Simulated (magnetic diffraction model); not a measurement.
# Which magnetic order? CeCrPt3Pb

Space group P-6m2 (no. 187), a = 5.6940 Å, c = 4.4740 Å.

| site | atom | x | y | z |
| --- | --- | --- | --- | --- |
| 1a | Pb | 0 | 0 | 0 |
| 3k | Pt | 0.8342 | 0.6684 | 1/2 |
| 1c | Ce | 1/3 | 2/3 | 0 |
| 1e | Cr | 2/3 | 1/3 | 0 |

This is a made-up structure (elements placed in a structure type, unrelaxed), so the numbers test the method and describe no known phase.

Only Ce and Cr are taken to order (form factors of Ce3+ and Cr2+); orders and moment sizes are assumed, and not adapted to the symmetry. Radiation: neutrons of λ = 1.8 Å, 5° to 75°; isotropic B of 0.19 Å² (Pb), 0.21 Å² (Pt), 0.24 Å² (Ce) and 0.39 Å² (Cr). The intensities are simulated: I ∝ L Σ (|F_N|² + |F_M⊥|²) for unpolarised neutrons, with F_M = 2.695 fm/μB × Σ f(s) S exp(2πi Q·r) exp(−B s²) at Q = H ± k (one set where k and −k are equivalent), only the part normal to Q counting and L = 1/(sin²θ cos θ). For collinear order S is the moment m, which repeats by lattice and centring translations R with the sign exp(−2πi k·R). Form factors are spin-only for 3d ions and dipole or tabulated for f ions, scattering lengths are Sears's of 1992, and absorption is left out. A label names one of the reflections at its angle. The strongest nuclear line in the range is 100, and lines under 0.2 are left out.

Above the ordering temperature:

```tsv
2θ (°)	index	I
21.03	(1 0 0)	39.8
23.21	(0 0 1)	8.5
31.52	(1 0 1)	20.3
36.86	(1 1 0)	6.0
42.82	(2 0 0)	51.0
44.01	(1 1 1)	96.2
47.45	(0 0 2)	40.6
49.26	(2 0 1)	100.0
52.44	(1 0 2)	14.6
57.75	(2 1 0)	11.9
61.55	(1 1 2)	4.9
63.08	(2 1 1)	13.0
65.81	(2 0 2)	50.1
66.40	(3 0 0)	2.2
71.37	(3 0 1)	44.1
74.24	(0 0 3)	1.1
```

Below it (cell unchanged):

```
2θ (°)      I
 21.03   47.3
 23.21    8.5
 31.52   29.0
 36.86    6.0
 42.82   52.2
 44.01   96.3
 47.45   40.6
 49.26  102.0
 52.44   17.0
 57.75   12.9
 61.55    5.0
 63.08   14.7
 65.81   51.0
 66.40    2.2
 71.37   44.1
 74.24    1.1
```

**Question.** Find the propagation vector, then choose among these models:
A. collinear moments along [001], 1.6 μB on Ce and 1.99 μB on Cr; signs + at (1/3, 2/3, 0), − at (2/3, 1/3, 0)
B. collinear moments along [100], 1.6 μB on Ce and 1.99 μB on Cr; signs + at (1/3, 2/3, 0), − at (2/3, 1/3, 0)
C. collinear moments along [100], 1.6 μB on Ce and 1.99 μB on Cr; signs + at (1/3, 2/3, 0), + at (2/3, 1/3, 0)
D. collinear moments along [001], 1.6 μB on Ce and 1.99 μB on Cr; signs + at (1/3, 2/3, 0), + at (2/3, 1/3, 0)

No line moves, and magnetic intensity falls on nuclear lines such as the one at 31.52°, so the magnetic cell equals the chemical primitive cell: k = 0.

Magnetic intensity, observed (below minus above) and for each model:

| 2θ (°) | index | observed | A | B | C | D |
| --- | --- | --- | --- | --- | --- | --- |
| 21.03 | (1 0 0) | 7.5 | 15.1 | 7.5 | 2.5 | 5.1 |
| 23.21 | (0 0 1) | <0.2 | <0.2 | <0.2 | 5.3 | <0.2 |
| 31.52 | (1 0 1) | 8.7 | 5.1 | 8.7 | 2.9 | 1.7 |
| 36.86 | (1 1 0) | <0.2 | <0.2 | <0.2 | 2.5 | 4.9 |
| 42.82 | (2 0 0) | 1.2 | 2.4 | 1.2 | 0.4 | 0.8 |
| 44.01 | (1 1 1) | <0.2 | <0.2 | <0.2 | 3.8 | 4.2 |
| 52.44 | (1 0 2) | 2.4 | 0.5 | 2.4 | 0.8 | 0.1 |
| 63.08 | (2 1 1) | 1.6 | 2.5 | 1.6 | 0.6 | 0.9 |

Model B matches.

The structure used: k = (0 0 0), collinear moments along [100], 1.6 μB on Ce and 1.99 μB on Cr; signs + at (1/3, 2/3, 0), − at (2/3, 1/3, 0).

[Logs are printed without paths, hosts, clocks, repeated set-up lines and the standing remarks that a program may print on its own settings, such as how far it seeks lower states.]
